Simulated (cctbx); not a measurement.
# Lattice, Laue class and space group of a new crystal

Cell: a = 5.7000 Å, b = 5.7000 Å, c = 11.1180 Å, α = 90.00°, β = 90.00°, γ = 90.00°. Expected content of the cell: Cr20 C12.

The data are simulated with cctbx, not measured: Mo Kα, λ = 0.71073 Å, to d = 0.84 Å, 70 % of the full sphere, strongest reflection 5000 counts, noise from counting, a 4 % proportional error and a noise floor of 4 counts (s.d.); no absorption, some extinction.

Tests on the unmerged data give:

```text
1735 reflections to d = 0.842 A
centring   violations  <I/sigma> of those
    A        240 of   887      4.2
    B        230 of   873      4.0
    C        178 of   874      3.2
    I          0 of   870     -0.0
    R        335 of  1140      4.1
    F        324 of  1317      3.8
Laue class    unique    Rint  (classes that these axes allow; Friedel mates merged)
I 1 2/m 1         345   0.042
I 1 1 2/m         334   0.041
I 2/m 1 1         344   0.043
I m m m           205   0.046
I 4/m             172   0.046
I 4/m m m         118   0.048
space group    extra absences  I>4sigma  <I/sigma>
I 4 2 2                 0          0         -  acentric
I 4 m m                 0          0         -  acentric
I 4 c m                97          0       0.1  acentric
I -4 m 2                0          0         -  acentric
I -4 c 2               97          0       0.1  acentric
I -4 2 m                0          0         -  acentric
I 4/m m m               0          0         -  centric
I 4/m c m              97          0       0.1  centric
Wilson B = 0.23 A^2   <|E^2-1|> = 0.878 (0.968 centric, 0.736 acentric)   E^2>4: 1.8 %
shell (A)         n   <I/sigma>
 5.56 - 1.67     22     22.0
 1.67 - 1.33     14     22.3
 1.33 - 1.17     13     25.6
 1.17 - 1.06     15     20.0
 1.06 - 0.98     13     22.6
 0.98 - 0.93     15     12.4
 0.93 - 0.88     14     16.6
 0.88 - 0.84     12     27.3
```

**Question.** What are the lattice type, the Laue class and the likely space group?

The reflections that I centring forbids are absent (⟨I/σ⟩ near 0), so the lattice is I.

Rint stays low (0.041 to 0.048) up to I 4/m m m, the highest class in these axes.

8 settings pass the absence test. The most absences obeyed, 97, belong to I 4 c m, I -4 c 2 and I 4/m c m, which absences can't tell apart.

⟨|E²−1|⟩ = 0.878 lies between the two ideal values. The Wilson B of 0.23 Å² means U ≈ 0.0029 Å².

The true group is I4/mcm (no. 140), Laue class 4/mmm, centrosymmetric. The tables only narrow the choice to the tied entries; cell content, site symmetry and trial solutions must settle it.

The model was made for the exercise: a known structure type with other elements put in, its volume estimated, not relaxed; displacement parameters are assumed.

[Logs are printed without paths, hosts, clocks, repeated set-up lines and the standing remarks that a program may print on its own settings, such as how far it seeks lower states.]
